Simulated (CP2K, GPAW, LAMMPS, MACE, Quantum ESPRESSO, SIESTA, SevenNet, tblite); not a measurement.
# Which run comes nearest? Glassy 79SiO2-12Al2O3-4SrO-4ZnO (mol %) (76 atoms)

Density of this cell: 2.70 g/cm³. The cell holds 76 atoms: 19 Si, 6 Al, 1 Sr, 1 Zn and 49 O. Its edges and angles: a = 10.013 Å, b = 10.013 Å, c = 10.013 Å, α = 90.0°, β = 90.0°, γ = 90.0°. 76 atoms (19 Si, 6 Al, 1 Sr, 1 Zn, 49 O) placed at random at 2.51 g/cm³, melted at 4000 K for 10 ps at fixed volume with the Morse and Coulomb pair potential with partial charges (Pedone, Malavasi, Menziani, Cormack and Segre, J. Phys. Chem. B 110, 11780 (2006)). Quenched from 4000 K to 300 K at 10 K/ps and fixed volume, held 10 ps at zero pressure.

Geometry: as built.

The reference, a calculation:

```
method                                           : Kohn-Sham DFT, PBE, SSSP efficiency 1.3.0 pseudopotentials, plane waves (Quantum ESPRESSO 7.5); sssp-pbe-1.3.0-efficiency, cutoffs 60/480 Ry, Γ point
r.m.s. force component                           : 1.477 eV/Å
longest force                                    : 7.011 eV/Å
pressure                                         : 8.478 GPa
gap (highest filled to lowest empty level) : 3.902 eV
time                                             : 1.9 min on 4 MPI ranks of Arm Neoverse V2, shared host
CPU time                                         : 7.6 min
```

Q: Estimate the differences from the reference, the CPU time and the memory of each run.
- SevenNet 0 potential (SevenNet 0; 1 thread)
- CP2K PBE, DZVP-MOLOPT-SR, 800/50 Ry, TRS4 filter 1e-04, SCF 1e-05 (CP2K 2026.2; 4 MPI ranks)
- GPAW LDA, LCAO dzp, h 0.18 Å (GPAW 26.7.0; 1 thread)
- tblite GFN1-xTB (tblite 0.8.0; 1 thread)
- GPAW PBE, LCAO dzp, h 0.15 Å (GPAW 26.7.0; 1 thread)
- QE PBE, sssp-1.3.0-efficiency, 25/200 Ry (Quantum ESPRESSO 7.5; 2 MPI ranks)
- MACE MPA-0 medium potential (MACE MPA-0 medium; 1 thread)
- GPAW PBE, LCAO szp(dzp), h 0.18 Å (GPAW 26.7.0; 1 thread)
- CP2K PBE, DZVP-MOLOPT-SR, 800/50 Ry, OT DIIS (CP2K 2026.2; 4 MPI ranks)
- SIESTA PBE, SZP, shift 0.01 Ry, mesh 500 Ry (SIESTA 5.4.2; 2 MPI ranks)

Differences are against the plane-wave reference, forces as r.m.s. over components; share is that over the reference's r.m.s. force, slope the least-squares factor from reference forces to these. Total energies of different programs have different zeros and aren't compared.

| run | Δ force, r.m.s. (meV/Å) | share (%) | slope | Δ pressure (GPa) | Δ gap (eV) | cores | CPU time | memory (GiB) |
| --- | --- | --- | --- | --- | --- | --- | --- | --- |
| reference | - | - | - | - | - | 4 | 7.6 min | 3.1 |
| SevenNet 0 potential | 72.8 | 4.93 | 0.974 | -0.528 | - | 1 | 5.9 s | 0.92 |
| CP2K PBE, DZVP-MOLOPT-SR, 800/50 Ry, TRS4 filter 1e-04, SCF 1e-05 (coarse) | 130 | 8.79 | 0.970 | -0.250 | - | 4 | 1.7 min | 3.4 |
| GPAW LDA, LCAO dzp, h 0.18 Å | 209 | 14.2 | 1.074 | - | -0.262 | 1 | 1.8 min | 1.5 |
| tblite GFN1-xTB | 621 | 42.1 | 0.870 | -1.62 | - | 1 | 4.3 s | 0.13 |
| GPAW PBE, LCAO dzp, h 0.15 Å | 314 | 21.3 | 1.121 | - | -0.139 | 1 | 3 min | 2.4 |
| QE PBE, sssp-1.3.0-efficiency, 25/200 Ry (coarse) | 93.8 | 6.35 | 0.996 | -93.5 | -0.22 | 2 | 1.8 min | 0.86 |
| MACE MPA-0 medium potential | 66.8 | 4.52 | 0.981 | -0.105 | - | 1 | 5.9 s | 1.1 |
| GPAW PBE, LCAO szp(dzp), h 0.18 Å (coarse) | 324 | 22.0 | 1.105 | - | -0.0766 | 1 | 89 s | 1.4 |
| CP2K PBE, DZVP-MOLOPT-SR, 800/50 Ry, OT DIIS | 106 | 7.18 | 0.970 | -0.440 | 0.0234 | 4 | 7 min | 3.4 |
| SIESTA PBE, SZP, shift 0.01 Ry, mesh 500 Ry (coarse) | 440 | 29.8 | 1.196 | 8.21 | -0.233 | 2 | 3.9 min | 2.0 |

Rows marked coarse were listed beforehand as settings not expected to be converged; some can still land near the reference.

Times of the machine-learned potentials are mostly Python's start and the loading of weights.

CPU time is summed over cores on a shared host, where runs went side by side, so it is rough. Symmetry, cutoffs, thresholds, outputs and thread counts weren't matched or tuned between programs; memory under MPI is the largest rank's times the ranks.

The PBE runs in local orbitals, coarse settings apart, differ by 7.2 % (CP2K PBE, DZVP-MOLOPT-SR, 800/50 Ry, OT DIIS) to 21 % (GPAW PBE, LCAO dzp, h 0.15 Å); basis, grid and potentials can all enter. Tight binding differs by 42 % (tblite GFN1-xTB); it is another model, with fitted parameters of its own, and the xTB methods hold dispersion. Machine-learned potentials differ by 4.5 % (MACE MPA-0 medium potential) to 4.9 % (SevenNet 0 potential); they were trained on other programs' data. Rows with another functional or a dispersion term differ by 14 % (GPAW LDA, LCAO dzp, h 0.18 Å), which mixes the change of model with differences of basis and potentials. Periodic xTB results under one method name differ between programs and library versions. Machine-learned potentials mimic data converged in k, so the reference's own k-point error enters their differences. The network of bonds at the start is that of the classical potential that made the cell, and needn't be the one that DFT or experiment would give. The electronic-structure runs sample only Γ, in a cell whose shortest periodic width is 10 Å.

[Logs are printed without paths, hosts, clocks, repeated set-up lines and the standing remarks that a program may print on its own settings, such as how far it seeks lower states.]

[Hosts, paths, dates, database ids (printed as entryN), source tags and the programs' standing remarks are cut or masked in the printed files.]
